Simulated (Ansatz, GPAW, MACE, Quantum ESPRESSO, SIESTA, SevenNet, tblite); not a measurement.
# Running glassy 80SiO2-20Li2O (mol %) (75 atoms) with GPAW

Wanted: GPAW inputs and outputs for glassy 80SiO2-20Li2O (mol %) (75 atoms), checked against a plane-wave reference.

Method: the method is named at each step, in GPAW 26.7.0.

## (1) The structure

The cell holds 75 atoms: 20 Si, 10 Li and 45 O. Its edges and angles: a = 9.737 Å, b = 9.737 Å, c = 9.737 Å, α = 90.0°, β = 90.0°, γ = 90.0°. 75 atoms (20 Si, 10 Li, 45 O) placed at random at 2.26 g/cm³, melted at 4000 K for 10 ps at fixed volume with the Morse and Coulomb pair potential with partial charges (Pedone, Malavasi, Menziani, Cormack and Segre, J. Phys. Chem. B 110, 11780 (2006)). Quenched from 1800 K to 300 K at 20 K/ps and fixed volume, held 10 ps at zero pressure. Then every atom was moved at random, 0.02 Å r.m.s. a Cartesian component.

The yardstick, on the same geometry:

- method: Kohn-Sham DFT, PBE, SSSP efficiency 1.3.0 pseudopotentials, plane waves (Quantum ESPRESSO 7.5); sssp-pbe-1.3.0-efficiency, cutoffs 60/480 Ry, Γ point
- r.m.s. force component: 1.565 eV/Å
- longest force: 8.28 eV/Å
- pressure: 6.999 GPa
- gap (highest filled to lowest empty level): 3.359 eV
- time: 5.5 min on 2 MPI ranks of Arm Neoverse N1, shared host
- CPU time: 11 min

## (2) PBE, LCAO dzp, h 0.18 Å

Method: Kohn-Sham DFT, PBE, PAW, atomic orbitals (dzp).

Contents of run.py:

```python
import numpy as np
from ase.io import read
from gpaw import GPAW, FermiDirac

atoms = read("structure.xyz")
atoms.calc = GPAW(
    mode="lcao",
    basis="dzp",
    h=0.18,
    xc="PBE",
    kpts={"size": (1, 1, 1), "gamma": True},
    occupations=FermiDirac(0.05),
    maxiter=200,
    symmetry={"point_group": False},
    txt="gpaw.txt",
)
energy = atoms.get_potential_energy(force_consistent=True)
forces = atoms.get_forces()
print(f"energy {energy:.6f} eV")
print("forces (eV/A)")
for i, (a, f) in enumerate(zip(atoms, forces)):
    print(f"{i:4d} {a.symbol:2s} {f[0]:10.5f} {f[1]:10.5f} {f[2]:10.5f}")
print(f"Fermi level {atoms.calc.get_fermi_level():.4f} eV")
for k in range(len(atoms.calc.get_ibz_k_points())):
    for s in range(atoms.calc.get_number_of_spins()):
        e = atoms.calc.get_eigenvalues(kpt=k, spin=s)
        n = np.searchsorted(e, atoms.calc.get_fermi_level())
        print(f"k {k} spin {s} levels about the Fermi level:", np.round(e[max(n - 6, 0):n], 4).tolist(), "|", np.round(e[n:n + 6], 4).tolist())
```

Contents of structure.xyz:

```xyz
75
Lattice="9.73665 0.00000 0.00000 0.00000 9.73665 0.00000 0.00000 0.00000 9.73665" Properties=species:S:1:pos:R:3 pbc="T T T"
Si 9.69566 3.57948 5.95620
Si 9.31875 4.46474 0.69004
Si 4.98351 5.83245 1.16986
Si 7.05118 0.82022 9.43881
Si 0.06261 1.95307 8.53378
Si 6.79365 8.22134 1.55046
Si 4.28111 9.53539 8.25863
Si 1.70907 9.17660 0.00399
Si 0.54331 0.38927 2.61731
Si 5.93975 2.88370 1.77791
Si 7.70607 6.83844 4.04908
Si 8.04773 5.56635 7.79399
Si 4.74116 5.76468 4.04782
Si 2.78381 2.68770 1.83302
Si 3.66614 0.72548 5.49907
Si 1.09216 6.80105 7.83411
Si 2.89772 4.49911 8.95168
Si 2.71838 3.64667 4.62325
Si 2.63717 7.64395 4.92343
Si 8.37848 2.77251 3.16178
Li 5.97976 7.54405 6.25911
Li 9.40395 8.53807 5.40150
Li 5.21992 0.95887 3.21631
Li 2.60601 2.34653 7.21388
Li 0.76851 5.22994 3.37618
Li 4.83678 6.35122 8.14578
Li 5.28603 4.34011 6.74691
Li 0.27944 7.02908 2.33777
Li 6.85421 9.67804 4.57145
Li 2.36484 6.18453 1.96778
O 6.57545 2.02026 0.65752
O 8.66143 3.91189 2.11324
O 6.48276 5.80080 7.52030
O 3.99991 5.63752 9.65136
O 8.97505 6.00634 4.21431
O 7.41913 9.16930 0.44448
O 3.26791 9.53257 9.59216
O 5.91969 9.09471 2.55363
O 0.51770 2.40680 7.02382
O 1.93204 6.93619 3.66478
O 8.98897 1.40383 2.40203
O 4.09543 4.46932 4.73065
O 1.74656 7.32352 6.30166
O 3.53509 0.63152 7.07572
O 6.74477 2.69861 3.11962
O 3.02508 9.20805 4.83444
O 6.35716 5.88425 4.00381
O 7.46606 7.88562 5.10152
O 9.00124 2.94845 4.61118
O 1.77606 1.44541 2.14781
O 0.94669 9.01886 1.39390
O 3.70587 3.93614 7.69682
O 5.16296 0.91486 5.16938
O 4.34517 2.37302 2.03311
O 7.82233 7.47434 2.56181
O 2.32005 3.77217 3.01719
[... 15 atom lines left out ...]
O 0.30651 9.67443 4.04139
O 8.69132 4.38422 6.80173
O 4.50135 8.08911 7.67297
O 9.22995 6.70768 7.65018
```

The run is started by

```console
OMP_NUM_THREADS=1 python run.py > output.txt
```

The program printed:

```text
energy -500.058888 eV
forces (eV/A)
   0 Si    0.18224   -2.08195   -1.12280
   1 Si   -3.41909   -5.30371   -1.29146
   2 Si    3.02014   -1.87180   -1.72880
   3 Si   -0.81303   -0.73803    0.15530
   4 Si   -1.68512   -1.56554    0.40097
   5 Si    0.18727    3.56114    4.73719
   6 Si   -0.73462   -2.42167    0.61481
   7 Si    0.26761    2.89764   -0.95064
   8 Si    0.70893    2.43859   -2.19074
   9 Si   -2.97382    2.35410   -1.52153
  10 Si   -0.42981   -2.47144   -2.94195
  11 Si    0.64123   -1.09725    1.87241
  12 Si    2.48440    0.70863   -1.80337
  13 Si   -1.83202   -0.90312    0.79407
  14 Si    1.46619    1.07457   -1.14628
  15 Si    0.72378   -1.31356   -4.34600
  16 Si    1.79436    1.41547   -0.60124
  17 Si   -1.25289   -0.80381   -0.78206
  18 Si   -1.51244   -0.96318    0.18848
  19 Si    1.21310   -2.69263   -1.73133
  20 Li   -0.33065    0.16863    0.42144
  21 Li    0.06118   -0.51314   -0.33290
  22 Li   -0.36999   -0.85036    0.11643
  23 Li    0.06693    0.14624    0.15000
[...]
67 O     6.71577    5.79857    3.46129
  68 O    -2.24798   -3.14266   -3.78533
  69 O    -0.63811   -0.53723    1.19259
  70 O     0.41835   -0.56731   -1.52593
  71 O     0.02746   -2.46105    3.95917
  72 O    -2.50032    1.41571    1.42017
  73 O     0.64148   -1.87485   -1.00562
  74 O    -0.98764    1.45942   -0.58722
Fermi level 4.4512 eV
k 0 spin 0 levels about the Fermi level: [2.3707, 2.4652, 2.5221, 2.7387, 3.012, 3.12] | [6.3141, 7.727, 7.8857, 7.9698, 8.2462, 8.4192]
```

gpaw.txt:

```text
Input parameters:
  mode=LCAO(),
  basis={'default': 'dzp'},
  h=0.18,
  kpts=MonkhorstPack(size=(1, 1, 1), gamma=True),
  maxiter=200,
  occupations=Occupations(name='fermi-dirac', width=0.05, fixmagmom=False),
  symmetry=Symmetry(point_group=False),
  xc=XC(name='PBE')
Unit cell  # Å
| periodic |        x |        y |        z |  lengths |    angles |
|----------|----------|----------|----------|----------|-----------|
|      yes | 9.736650 | 0.000000 | 0.000000 | 9.736650 | 90.000000 |
|      yes | 0.000000 | 9.736650 | 0.000000 | 9.736650 | 90.000000 |
|      yes | 0.000000 | 0.000000 | 9.736650 | 9.736650 | 90.000000 |
Number of symmetries: 1
Symmetry operations  # r_c * U_cc + t_c -> r_c
|   | kind |            matrix            |
|---|------|------------------------------|
| 0 |  E   |  1, 0, 0,  0, 1, 0,  0, 0, 1 |
BZ-sampling:
  Number of BZ points: 1
  Number of IBZ points: 1
  Monkhorst-Pack size: [1, 1, 1]
  Monkhorst-Pack shift: [0, 0, 0]
[... lines left out ...]
eigensolver:
density mixing:
  MSR1-Mixer
occupation numbers:
  Fermi-Dirac:
    width: 0.0500  # eV
FastPoissonSolver using
    Stencil: 6*3+1=19 point O(h^6) finite-difference Laplacian
xc functional:
  name: PBE with 2 nearest neighbor stencil
interpolation: tri-quintic # 5. degree polynomial
Initialization done in: 13.580 s
convergence criteria:
- Maximum [total energy] change in last 3 cyles: 0.0005 eV / valence electron
- Maximum integral of absolute [dens]ity change: 0.0001 electrons / valence electron
- Maximum integral of absolute [eigenst]ate change: 4e-08 eV^2 / valence electron
maximum number of iterations: 200
SCF iterations
|iter     |      energy | eigst |  dens |
|---------|-------------|-------|-------|
|iter:   1| -547.423806 |      c|       |
|iter:   2| -535.436321 |      c| -0.76 |
|iter:   3| -499.504822 |      c| -0.80 |
|iter:   4| -499.891617 |      c| -1.42 |
|iter:   5| -500.089513 |      c| -1.73 |
|iter:   6| -500.059822 |      c| -2.26 |
|iter:   7| -500.059068c|      c| -3.02 |
|iter:   8| -500.058898c|      c| -3.48 |
|iter:   9| -500.058889c|      c| -4.00 |
|iter:  10| -500.058888c|      c| -4.47c|
Converged in 10 steps
SCF loop duration: 160.509 s (16.051 s/step)
Energy contributions relative to reference atoms: (reference = -251593.116758)
Energy contributions:
  Kinetic:         651.142437
  Coulomb:        -554.297429
  Zero:              4.465093
  External:          0.000000
  Xc:             -601.368989
  Entropy:          -0.000000
  Spinorbit:         0.000000
  ----------------------------
  Free energy:    -500.058888
  Extrapolated:   -500.058888
dipole moment: (-34.628303, 46.025945, 49.630110)  # |e|*Ang
Fermi level: 4.451
Eigenvalues  # (at kpt = [0.000, 0.000, 0.000])
| band index |      eig [eV] | occ [0-2] |
|------------|---------------|-----------|
|          0 |       -19.153 |     2.000 |
|        ... |               |           |
|        172 |         1.937 |     2.000 |
|        173 |         2.067 |     2.000 |
[...]
|        187 |         8.746 |     0.000 |
|        ... |               |           |
|        219 |        11.387 |     0.000 |
Gap: 3.194 eV
Transition (v -> c):
  (s=0, k=0, n=179, [0.00, 0.00, 0.00]) -> (s=0, k=0, n=180, [0.00, 0.00, 0.00])
No difference between direct/indirect transitions
Force computation time: 44.416  # s
timing:  # [seconds]
  Total:  218.556  # ━━━━━━━━━━━━━━━━━━━━━━━━━━━━━━━━━━━━━━━━━━━━━━━━━━━━━━━━
  Init:    13.579  # ━━━╸
  SCF:    160.509  # ━━━━━━━━━━━━━━━━━━━━━━━━━━━━━━━━━━━━━━━━━
  Forces:  44.416  # ━━━━━━━━━━━╸
```

Wall time 3.7 min (1 thread of Arm Neoverse N1, shared host); peak memory 1.4 GiB.

Banners, paths, timers and routine set-up lines are dropped from the logs unmarked, and long logs keep their key lines alone; longer cuts are marked.

Against the reference:

```
r.m.s. force component                           : 1.794 eV/Å
r.m.s. difference of force components            : 317.2 meV/Å
longest difference of force vectors              : 1259 meV/Å
force difference over r.m.s. force               : 20.28 %
slope of forces against the reference's          : 1.137
correlation of force components                  : 0.9915
gap (highest filled to lowest empty level) : 3.194 eV
gap difference                                   : -0.1651 eV
```

Length of the force difference by element (eV/Å):

```tsv
element	atoms	mean	most
Li	10	0.18	0.26
O	45	0.64	1.3
Si	20	0.25	0.55
```

Levels nearest the highest filled one (eV from it): -0.75, -0.65, -0.60, -0.38, -0.11, 0.00, 3.19, 4.61, 4.77, 4.85, 5.13, 5.30.

The surroundings of Li24, one of the 10 Li atoms, nearest first, numbered as they follow in the input and with coordinates relative to it.

```tsv
atom	x	y	z	distance (Å)	Fx	Fy	Fz (eV/Å)
Li24	0.00	0.00	0.00	0.00	0.07	0.15	0.15
O44	0.93	-1.72	-0.14	1.96	-2.28	2.23	2.30
O52	1.10	1.59	0.48	1.99	0.44	-1.13	-1.05
O39	-2.09	0.06	-0.19	2.10	0.77	-0.90	-0.38
O70	0.27	-0.27	-2.30	2.33	-0.64	-0.54	1.19
Si15	1.06	-1.62	-1.71	2.59	1.47	1.07	-1.15
Si17	0.29	2.15	1.74	2.78	1.79	1.42	-0.60
O67	-1.25	1.78	-1.80	2.82	2.29	2.08	-0.56
O63	-1.56	-1.54	1.89	2.89	-0.22	0.07	-1.24
Si5	-2.54	-0.39	1.32	2.89	-1.69	-1.57	0.40
Si18	0.11	1.30	-2.59	2.90	-1.25	-0.80	-0.78
```

Atoms are counted from 1 here, from 0 in the log.

Forces lie 20 % from the reference's, at 0.34 times its CPU time (on 1 against 2 cores).

The difference per atom is largest on O (0.64 eV/Å on average, against 0.25 on Si).

## (3) PBE, LCAO dzp, h 0.22 Å

Method: Kohn-Sham DFT, PBE, PAW, atomic orbitals (dzp).

run.py: that of step 2 with these lines changed.

```diff
@@ -8,3 +8,3 @@
     basis="dzp",
-    h=0.18,
+    h=0.22,
     xc="PBE",
```

structure.xyz is that of step 2.

The program printed:

```text
energy -487.770700 eV
forces (eV/A)
   0 Si    0.17421   -2.07385   -1.12331
   1 Si   -3.41378   -5.31177   -1.28983
   2 Si    3.03550   -1.86692   -1.73030
   3 Si   -0.81398   -0.74367    0.15296
   4 Si   -1.69023   -1.57650    0.40894
   5 Si    0.18430    3.56292    4.73848
[...]
72 O    -2.26781    1.17674    1.18092
  73 O     0.85907   -2.03702   -1.26010
  74 O    -1.19118    1.74872   -0.79058
Fermi level 4.4678 eV
k 0 spin 0 levels about the Fermi level: [2.3776, 2.471, 2.5285, 2.7443, 3.0197, 3.1257] | [6.312, 7.7298, 7.8887, 7.9727, 8.2478, 8.4214]
```

gpaw.txt:

```text
Input parameters:
  mode=LCAO(),
  basis={'default': 'dzp'},
  h=0.22,
  kpts=MonkhorstPack(size=(1, 1, 1), gamma=True),
  maxiter=200,
  occupations=Occupations(name='fermi-dirac', width=0.05, fixmagmom=False),
[... lines left out ...]
  Fermi-Dirac:
[... lines left out ...]
convergence criteria:
- Maximum [total energy] change in last 3 cyles: 0.0005 eV / valence electron
[... lines left out ...]
Converged in 10 steps
[... lines left out ...]
  Free energy:    -487.770700
[... lines left out ...]
Fermi level: 4.468
[... lines left out ...]
|        ... |               |           |
|        219 |        11.391 |     0.000 |
Gap: 3.186 eV
Transition (v -> c):
  (s=0, k=0, n=179, [0.00, 0.00, 0.00]) -> (s=0, k=0, n=180, [0.00, 0.00, 0.00])
No difference between direct/indirect transitions
Force computation time: 24.941  # s
timing:  # [seconds]
  Total:  128.532  # ━━━━━━━━━━━━━━━━━━━━━━━━━━━━━━━━━━━━━━━━━━━━━━━━━━━━━━━━
  Init:    10.736  # ━━━━╸
  SCF:     92.802  # ━━━━━━━━━━━━━━━━━━━━━━━━━━━━━━━━━━━━━━━━╸
  Forces:  24.941  # ━━━━━━━━━━━
```

Elapsed: 2.2 min, on 1 thread; peak memory 0.76 GiB.

Compared with the plane-wave run:

```
r.m.s. force component                           : 1.813 eV/Å
r.m.s. difference of force components            : 370.2 meV/Å
longest difference of force vectors              : 1237 meV/Å
force difference over r.m.s. force               : 23.66 %
slope of forces against the reference's          : 1.143
correlation of force components                  : 0.9867
gap (highest filled to lowest empty level) : 3.186 eV
gap difference                                   : -0.1729 eV
energy less the same-level run's                 : 163.8 meV/atom
r.m.s. force difference from the same-level run  : 141.2 meV/Å
```

This is a coarse setting, run to see what it loses.

Against the first run (20 %), the force difference from the reference is 24 %, at 0.59 times the CPU time: the grid matters here.

The difference per atom is largest on O (0.74 eV/Å on average, against 0.25 on Si). The forces add up to 1.5 eV/Å instead of zero, usually a sign of too coarse a grid.

## (4) PBE, LCAO sz(dzp), h 0.18 Å

Method: Kohn-Sham DFT, PBE, PAW, atomic orbitals (sz(dzp)).

run.py: that of step 3 with these lines changed.

```diff
@@ -7,4 +7,4 @@
     mode="lcao",
-    basis="dzp",
-    h=0.22,
+    basis="sz(dzp)",
+    h=0.18,
     xc="PBE",
```

structure.xyz is that of step 3.

The program printed:

```text
energy -368.421403 eV
forces (eV/A)
   0 Si   -0.43732   -1.87414   -1.58896
   1 Si   -3.55847   -5.61954   -1.18065
   2 Si    3.75695   -1.22227   -3.09208
   3 Si   -0.63590   -0.59660   -0.67139
   4 Si   -1.55437   -2.10932    0.23331
   5 Si    0.72007    3.33769    3.62899
[...]
72 O    -2.74263    1.53653    1.81457
  73 O     1.08312   -4.07901   -1.96933
  74 O    -1.20719    1.92388   -0.81198
Fermi level 6.0779 eV
k 0 spin 0 levels about the Fermi level: [4.2783, 4.4498, 4.5318, 4.7277, 4.9644, 5.0352] | [7.1096, 8.9462, 9.1863, 9.3757, 9.4606, 9.6888]
```

gpaw.txt:

```text
Input parameters:
  mode=LCAO(),
  basis={'default': 'sz(dzp)'},
  h=0.18,
  kpts=MonkhorstPack(size=(1, 1, 1), gamma=True),
  maxiter=200,
  occupations=Occupations(name='fermi-dirac', width=0.05, fixmagmom=False),
[... lines left out ...]
  Fermi-Dirac:
[... lines left out ...]
convergence criteria:
- Maximum [total energy] change in last 3 cyles: 0.0005 eV / valence electron
[... lines left out ...]
Converged in 10 steps
[... lines left out ...]
  Free energy:    -368.421403
[... lines left out ...]
Fermi level: 6.078
[... lines left out ...]
|        ... |               |           |
|        219 |        13.942 |     0.000 |
Gap: 2.074 eV
Transition (v -> c):
  (s=0, k=0, n=179, [0.00, 0.00, 0.00]) -> (s=0, k=0, n=180, [0.00, 0.00, 0.00])
No difference between direct/indirect transitions
Force computation time: 8.903  # s
timing:  # [seconds]
  Total:  67.408  # ━━━━━━━━━━━━━━━━━━━━━━━━━━━━━━━━━━━━━━━━━━━━━━━━━━━━━━━━━
  Init:   10.767  # ━━━━━━━━━
  SCF:    47.685  # ━━━━━━━━━━━━━━━━━━━━━━━━━━━━━━━━━━━━━━━━╸
  Forces:  8.903  # ━━━━━━━╸
```

The job ended after 69 s (1 thread; peak memory 1.1 GiB).

Compared with the plane-wave run:

```yaml
r_m_s_force_component: 2.246 eV/Å
r_m_s_difference_of_force_components: 944 meV/Å
longest_difference_of_force_vectors: 3910 meV/Å
force_difference_over_r_m_s_force: 60.34 %
slope_of_forces_against_the_reference_s: 1.349
correlation_of_force_components: 0.9393
spacing_of_highest_filled_and_lowest_empty_level: 2.074 eV
gap_difference: -1.285 eV
```

This is a coarse setting, run to see what it loses.

Against the first run (20 %), the force difference from the reference is 60 %, at 0.31 times the CPU time, with 270 basis functions against 895: the smaller basis costs accuracy.

(Continued in part 2 of 2.)

[Also dropped from logs without a mark: logging warnings of Python, and SIESTA's first energy breakdown and zero terms.]

[Logs are printed without paths, hosts, clocks, repeated set-up lines and the standing remarks that a program may print on its own settings, such as how far it seeks lower states.]

[Hosts, paths, dates, database ids (printed as entryN), source tags and the programs' standing remarks are cut or masked in the printed files.]
